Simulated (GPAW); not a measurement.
# Dielectric function and optical constants of SiO2 (Stishovite)

Wanted: where SiO2 (Stishovite) starts to absorb, how strongly, and its refractive index.

Calculated with GPAW 26.7.0; DFT, PBE, plane-wave PAW (GPAW data sets), scalar-relativistic, RPA, optical limit.

### 1. The starting structure

Symmetry: P4_2/mnm, No. 136, tetragonal system. Conventional cell: a = 4.177 Å, b = 4.177 Å, c = 2.665 Å, α = 90.00°, β = 90.00°, γ = 90.00°. Nearest to Si lie 6 O at 1.76 to 1.81 Å. Nearest to O lie 3 Si at 1.76 to 1.81 Å. Farther neighbours and most contacts between anions are not listed.

### 2. Ground state

First the ground state: is it a metal or has it a gap?

This step: DFT, PBE, plane-wave PAW (GPAW data sets), scalar-relativistic, ground state (GPAW 26.7.0).

File gs.py:

```python
from ase import Atoms
from ase.dft.bandgap import bandgap
from gpaw import GPAW, PW, FermiDirac

atoms = Atoms(['Si', 'Si', 'O', 'O', 'O', 'O'],
              cell=[[4.177300000000, 0.000000000000, 0.000000000000],
                    [0.000000000000, 4.177300000000, 0.000000000000],
                    [0.000000000000, 0.000000000000, 2.665200000000]],
              scaled_positions=[[0.500000000000, 0.500000000000, 0.500000000000],
                                [0.000000000000, 0.000000000000, 0.000000000000],
                                [0.805900000000, 0.194100000000, 0.500000000000],
                                [0.694100000000, 0.694100000000, 0.000000000000],
                                [0.194100000000, 0.805900000000, 0.500000000000],
                                [0.305900000000, 0.305900000000, 0.000000000000]],
              pbc=[True, True, True])
atoms.calc = GPAW(mode=PW(450), xc='PBE', kpts={'size': (6, 6, 8), 'gamma': True},
                  occupations=FermiDirac(0.05), maxiter=150, txt='gs.txt')
print('energy (eV)', atoms.get_potential_energy())
print('Fermi level (eV)', atoms.calc.get_fermi_level())
print('valence electrons', atoms.calc.get_number_of_electrons())
print('gap (eV)', bandgap(atoms.calc, output=None)[0])
print('direct gap (eV)', bandgap(atoms.calc, direct=True, output=None)[0])
atoms.calc.write('gs.gpw')
```

Started as:

```
$ OMP_NUM_THREADS=1 python gs.py
```

Numbers of over 12 decimals in the logs are rounded to 6 here.

The program printed:

```text
__  _  _
 | _ |_)|_||  |
 |__||  | ||/\| - 26.7.0

Versions:
  Python: 3.12.14
  ASE:    3.29.0
  Numpy:  2.5.5
  Scipy:  1.18.1
  Libxc:  7.0.0

Input parameters:
  mode=PW(ecut=450.000000),
  kpts=MonkhorstPack(size=(6, 6, 8), gamma=True),
  maxiter=150,
  occupations=Occupations(name='fermi-dirac', width=0.05, fixmagmom=False),
  xc=XC(name='PBE')

Diagonalizing LCAO Hamiltonian
Converting LCAO to pw mode
    .---------.
   /|         |
  / |O        |
 *  .--Si-----.
 | /      O  /
 |/  O      /
 Si--------*

Atoms  # Å, Bohr magnetons
|   | symbol |        x |        y |        z |    initial magnetic moments |
| 0 |     Si | 2.088650 | 2.088650 | 1.332600 | ( 0.0000,  0.0000,  0.0000) |
| 1 |     Si | 0.000000 | 0.000000 | 0.000000 | ( 0.0000,  0.0000,  0.0000) |
| 2 |      O | 3.366486 | 0.810814 | 1.332600 | ( 0.0000,  0.0000,  0.0000) |
| 3 |      O | 2.899464 | 2.899464 | 0.000000 | ( 0.0000,  0.0000,  0.0000) |
| 4 |      O | 0.810814 | 3.366486 | 1.332600 | ( 0.0000,  0.0000,  0.0000) |
| 5 |      O | 1.277836 | 1.277836 | 0.000000 | ( 0.0000,  0.0000,  0.0000) |

Unit cell  # Å
| periodic |        x |        y |        z |  lengths |    angles |
|      yes | 4.177300 | 0.000000 | 0.000000 | 4.177300 | 90.000000 |
|      yes | 0.000000 | 4.177300 | 0.000000 | 4.177300 | 90.000000 |
|      yes | 0.000000 | 0.000000 | 2.665200 | 2.665200 | 90.000000 |

Number of symmetries: 8
Symmetry operations  # r_c * U_cc + t_c -> r_c
|   | kind |            matrix            |
| 0 |  E   |  1, 0, 0,  0, 1, 0,  0, 0, 1 |
| 1 |  σ   |  1, 0, 0,  0, 1, 0,  0, 0,-1 |
| 2 |  σ   |  0, 1, 0,  1, 0, 0,  0, 0, 1 |
| 3 |  C2  |  0, 1, 0,  1, 0, 0,  0, 0,-1 |
| 4 |  σ   |  0,-1, 0, -1, 0, 0,  0, 0, 1 |
| 5 |  C2  |  0,-1, 0, -1, 0, 0,  0, 0,-1 |
| 6 |  C2  | -1, 0, 0,  0,-1, 0,  0, 0, 1 |
| 7 |  i   | -1, 0, 0,  0,-1, 0,  0, 0,-1 |

BZ-sampling:
  Number of BZ points: 288
  Number of IBZ points: 65

  Monkhorst-Pack size: [6, 6, 8]
  Monkhorst-Pack shift: [0.083333, 0.083333, 0.0625]

K-points  # in reciprocal-cell coordinates
|     |                                coordinates |     weight |
|   0 | (  0.00000000,   0.00000000,   0.00000000) | 0.00347222 |
|   1 | (  0.00000000,   0.00000000,   0.12500000) | 0.00694444 |
|   2 | (  0.00000000,   0.00000000,   0.25000000) | 0.00694444 |
|   3 | (  0.00000000,   0.00000000,   0.37500000) | 0.00694444 |
|   4 | (  0.00000000,   0.00000000,   0.50000000) | 0.00347222 |
|   5 | (  0.16666667,  -0.16666667,   0.00000000) | 0.00694444 |
|   6 | (  0.16666667,  -0.16666667,   0.12500000) | 0.01388889 |
|   7 | (  0.16666667,  -0.16666667,   0.25000000) | 0.01388889 |
|   8 | (  0.16666667,  -0.16666667,   0.37500000) | 0.01388889 |
|   9 | (  0.16666667,  -0.16666667,   0.50000000) | 0.00694444 |
| ... |                                            |            |
|  64 | (  0.50000000,   0.50000000,   0.50000000) | 0.00347222 |

Plane wave coefficients: 1022
Cutoff: 450.000000 eV

Spin-components: 1 (collinear spins)
Bands:           24
Projectors:      30
Spin-degeneracy: 2
Datatype:        complex128

Parallelization:
  kpt:    1
  domain: 1
  band:   1

Density:
  Valence electrons: 32.0
  Components: 1
  Grid points: [21 21 14]
  Charge: 0.0  # |e|

Potential:
  Grid points: [21 21 14]

species:
  Si:
    name:    Silicon
    id:
    Z:       14.0
    valence: 4
    core:    10
    charge:  0.0  # [|e|]
    compensation charges:
      type: gauss
      rc: 0.33  # [Å]
      lmax: 2
    cutoffs:
      filter: 1.86  # [Å]
      core: 2.06  # [Å]
    projectors
    | kind |    occ | energy [eV] | rcut [Å] |
    |   3s |  2.000 |     -10.812 |    1.058 |
    |   3p |  2.000 |      -4.081 |    1.058 |
    |    s |        |      16.399 |    1.058 |
    |    p |        |      23.130 |    1.058 |
    |    d |        |       0.000 |    1.058 |

    Using partial waves for Si as LCAO basis

  O:
    name:    Oxygen
    id:
    Z:       8.0
    valence: 6
    core:    2
    charge:  0.0  # [|e|]
    compensation charges:
      type: gauss
      rc: 0.21  # [Å]
      lmax: 2
    cutoffs:
      filter: 1.17  # [Å]
      core: 0.83  # [Å]
    projectors
    | kind |    occ | energy [eV] | rcut [Å] |
    |   2s |  2.000 |     -23.961 |    0.688 |
    |   2p |  4.000 |      -9.029 |    0.598 |
    |    s |        |       3.251 |    0.688 |
    |    p |        |      18.182 |    0.598 |
    |    d |        |       0.000 |    0.619 |

    Using partial waves for O as LCAO basis

Reference energy: -23936.097705  # eV

eigensolver:
  PPCG
  Converge bands: occupied
  niter=2

density mixing:
  MSR1-Mixer
  Pratt-step length: 0.05
  Maximum mixing coefficient: 0.75
  Old densities: 10
  SVD Regularization: 0.005
  Good broyden scale: 1.0
  Trust region scale: 1.0
  Backstep threshold: 4.0
  History deletion threshold: 6.0
  Fourier metric: weight=20.0, sigma=0.015

occupation numbers:
  Fermi-Dirac:
    width: 0.0500  # eV

poisson solver:
  ecut: 3600.000000  # eV

xc functional:
  name: PBE with 2 nearest neighbor stencil

convergence criteria:
- Maximum [total energy] change in last 3 cyles: 0.0005 eV / valence electron
- Maximum integral of absolute [dens]ity change: 0.0001 electrons / valence electron
- Maximum integral of absolute [eigenst]ate change: 4e-08 eV^2 / valence electron
maximum number of iterations: 150

SCF iterations
|iter     |      energy | eigst |  dens |
|iter:   1||  -46.556865 | +0.04 |       |
|iter:   2||  -45.704446 | -1.98 | -0.77 |
|iter:   3||  -43.035929 | -1.14 | -0.82 |
|iter:   4||  -43.097891 | -2.96 | -1.41 |
|iter:   5||  -43.120620 | -3.62 | -1.77 |
|iter:   6||  -43.120784 | -5.43 | -3.00 |
|iter:   7||  -43.120806c| -6.54 | -3.44 |
|iter:   8||  -43.120806c| -7.34 | -4.20c|
|iter:   9||  -43.120806c| -8.16c| -4.67c|

Converged in 9 steps
SCF loop duration: 27.359 s (3.040 s/step)
Energy contributions relative to reference atoms: (reference = -23936.097705)

Energy contributions:
  Kinetic:          33.093861
  Coulomb:         -21.404687
  Zero:             -0.237231
  External:          0.000000
  Xc:              -54.572749
  Entropy:          -0.000000
  Spinorbit:         0.000000
  ----------------------------
  Free energy:     -43.120806
  Extrapolated:    -43.120806

dipole moment: (-8.902724, -8.902724, -20.653332)  # |e|*Ang

Fermi level: 9.854
Eigenvalues  # (at kpt = [0.000, 0.000, 0.000])
| band index |      eig [eV] | occ [0-2] |
|          0 |       -13.913 |     2.000 |
|        ... |               |           |
|          8 |         3.395 |     2.000 |
|          9 |         3.650 |     2.000 |
|         10 |         5.621 |     2.000 |
|         11 |         5.623 |     2.000 |
|         12 |         6.299 |     2.000 |
|         13 |         7.967 |     2.000 |
|         14 |         7.967 |     2.000 |
|         15 |         8.760 |     2.000 |
|         16 |        14.343 |     0.000 |
|         17 |        15.491 |     0.000 |
|         18 |        17.290 |     0.000 |
|         19 |        17.295 |     0.000 |
|         20 |        19.906 |     0.000 |
|         21 |        20.493 |     0.000 |
|         22 |        23.172 |     0.000 |
|         23 |        23.172 |     0.000 |

Gap: 5.582 eV
Transition (v -> c):
  (s=0, k=0, n=15, [0.00, 0.00, 0.00]) -> (s=0, k=0, n=16, [0.00, 0.00, 0.00])
No difference between direct/indirect transitions

--- standard output ---
energy (eV) -43.120806355248
Fermi level (eV) 9.854226
valence electrons 32.0
gap (eV) 5.582410
direct gap (eV) 5.582410
```

Wall time 30 s (1 thread of Arm Neoverse V1, shared host); peak memory 0.17 GiB.

Numbers from this step:

| Quantity | Value |
| --- | --- |
| energy | -43.12 eV |
| Fermi energy | 9.854 eV |
| gap on the k-mesh | 5.582 eV |
| direct gap on the mesh | 5.582 eV |
| electrons | 32 |

There is a gap, 5.58 eV on this mesh (points off the mesh can give less), so no carriers' term is needed.

### 3. Bands for the response

The response needs many more empty bands than the density does.

This step: DFT, PBE, plane-wave PAW (GPAW data sets), scalar-relativistic, bands at fixed density (GPAW 26.7.0).

File nscf.py:

```python
from ase.dft.bandgap import bandgap
from gpaw import GPAW, FermiDirac

calc = GPAW('gs.gpw').fixed_density(kpts={'size': (6, 6, 10), 'gamma': True}, nbands=40, convergence={'bands': 34},
                                    occupations=FermiDirac(0.001), txt='nscf.txt')
print('gap (eV)', bandgap(calc, output=None)[0])
print('direct gap (eV)', bandgap(calc, direct=True, output=None)[0])
print('top band over the Fermi level (eV)', min(calc.get_eigenvalues(kpt=k)[33] for k in range(len(calc.get_ibz_k_points()))) - calc.get_fermi_level())
calc.write('full.gpw', mode='all')
```

Started as:

```
$ OMP_NUM_THREADS=1 python nscf.py
```

The program printed:

```text
Diagonalizing LCAO Hamiltonian
Converting LCAO to pw mode
convergence criteria:
- Maximum integral of absolute [eigenst]ate change: 4e-08 eV^2 / valence electron
maximum number of iterations: 150

SCF iterations
|iter     |      energy | eigst |  dens |
|iter:   1||             | +2.74 |       |
|iter:   2||             | +1.43 |       |
|iter:   3||             | +0.37 |       |
|iter:   4||             | -0.63 |       |
|iter:   5||             | -1.46 |       |
|iter:   6||             | -2.27 |       |
|iter:   7||             | -3.11 |       |
|iter:   8||             | -3.86 |       |
|iter:   9||             | -4.67 |       |
|iter:  10||             | -5.25 |       |
|iter:  11||             | -5.80 |       |
|iter:  12||             | -6.37 |       |
|iter:  13||             | -6.89 |       |
|iter:  14||             | -7.44c|       |
SCF steps: 14
  __  _  _
 | _ |_)|_||  |
 |__||  | ||/\| - 26.7.0

Versions:
  Python: 3.12.14
  ASE:    3.29.0
  Numpy:  2.5.5
  Scipy:  1.18.1
  Libxc:  7.0.0

Input parameters:
  mode=PW(ecut=450.000000),
  convergence={'bands': 34},
  gpts=array([21, 21, 14]),
  kpts=MonkhorstPack(size=(6, 6, 10), gamma=True),
  maxiter=150,
  nbands=40,
  occupations=Occupations(name='fermi-dirac', width=0.001, fixmagmom=False),
  parallel={},
  xc=XC(name='PBE')

--- standard output ---
gap (eV) 5.582410
direct gap (eV) 5.582410
top band over the Fermi level (eV) 20.968831
```

It took 82 s on 1 thread; peak memory 0.22 GiB.

### 4. Dielectric function, RPA

Local fields let the induced charge screen the field inside the cell, which as a rule lowers ε, most along directions where the density is uneven.

This step: DFT, PBE, plane-wave PAW (GPAW data sets), scalar-relativistic, RPA, optical limit (GPAW 26.7.0).

File df.py:

```python
from gpaw.response.df import DielectricFunction

df = DielectricFunction('full.gpw', frequencies={'type': 'nonlinear', 'domega0': 0.03, 'omega2': 8},
                        ecut=30,
                        eta=0.1,
                        nbands=34,
                        txt='df.txt')
for direction in ['x', 'z']:
    df.get_dielectric_function(xc='RPA', direction=direction, filename=f'df_{direction}.csv')
```

Started as:

```
$ OMP_NUM_THREADS=1 python df.py
```

The program printed:

```text
Using integrator: PointIntegrator
NonLinearFrequencyDescriptor(from 0.000 to 49.462 eV, 464 points)
Nonperiodic BCs:  [False False False]
Using integrator: PointIntegrator
NonLinearFrequencyDescriptor(from 0.000 to 49.462 eV, 464 points)
Nonperiodic BCs:  [False False False]

Calculating chi0 body with:
    Ground state adapter containing:
    Number of spins: 1
    Number of kpoints: 360
    Number of irreducible kpoints: 78
    Number of completely occupied states: 16
    Number of partially occupied states: 16

    Linear response parametrization:
    q_c: [0.0, 0.0, 0.0]
    Number of frequency points: 464
    Planewave cutoff: 30.0
    Number of bands: 34
    Number of planewaves: 19
    Broadening (eta): 0.1

Integrating chi0 body.

Symmetries of q_c:
    Direct symmetries (Uq -> q): 8
    Indirect symmetries (TUq -> q): 0
In total 8 allowed symmetries.

78 groups of equivalent kpoints. 78.333333% reduction.

Integral kind: spectral function

Calculating chi0 optical extensions with:
    Ground state adapter containing:
    Number of spins: 1
    Number of kpoints: 360
    Number of irreducible kpoints: 78
    Number of completely occupied states: 16
    Number of partially occupied states: 16

    Linear response parametrization:
    Number of frequency points: 464
    Planewave cutoff: 30.0
    Number of bands: 34
    Number of planewaves: 19
    Broadening (eta): 0.1
Integrating chi0 head and wings.

Symmetries of q_c:
    Direct symmetries (Uq -> q): 8
    Indirect symmetries (TUq -> q): 0
In total 8 allowed symmetries.

78 groups of equivalent kpoints. 78.333333% reduction.

Integral kind: spectral function wings
```

It took 10 s on 1 thread; peak memory 0.21 GiB.

This step gave:

```
electronic dielectric constant ε∞, mean over x, y and z (by symmetry where fewer were run) : 3.299
```

Some rows of df_x.csv (energy; Re and Im without local fields; Re and Im with them):

```text
0.000000, 3.274672, -0.000000, 3.245369, -0.000000
0.555532, 3.278814, 0.001495, 3.249404, 0.001457
1.143969, 3.292381, 0.003131, 3.262621, 0.003050
1.768324, 3.317644, 0.004993, 3.287226, 0.004862
2.431988, 3.357966, 0.007217, 3.326484, 0.007024
3.138794, 3.418587, 0.010045, 3.385469, 0.009770
3.893091, 3.508312, 0.013965, 3.472701, 0.013570
4.699832, 3.644022, 0.020231, 3.604492, 0.019635
5.564682, 3.869163, 0.034452, 3.822830, 0.033392
6.494155, 4.185129, 0.192376, 4.126294, 0.187275
7.495775, 4.227720, 0.717842, 4.160441, 0.704754
8.578281, 5.012047, 0.972796, 4.909397, 0.924926
9.751884, 4.990773, 2.417544, 4.967711, 2.246320
11.028587, 5.409383, 2.515650, 5.312642, 2.322994
12.422601, 3.912638, 5.325558, 4.165883, 5.140484
13.950874, 2.848645, 5.729730, 3.173847, 5.709943
15.633783, 1.007487, 5.179278, 1.192324, 5.586604
17.496047, -1.061802, 3.761263, -1.286385, 3.892762
19.567954, -1.098854, 2.040179, -1.236794, 1.879956
```

(Part 1 of 2 ends here.)

[Machine, clock and banner lines and Python warnings are left out of the logs.]

[Logs are printed without paths, hosts, clocks, repeated set-up lines and the standing remarks that a program may print on its own settings, such as how far it seeks lower states.]

[Hosts, paths, dates, database ids (printed as entryN), source tags and the programs' standing remarks are cut or masked in the printed files.]
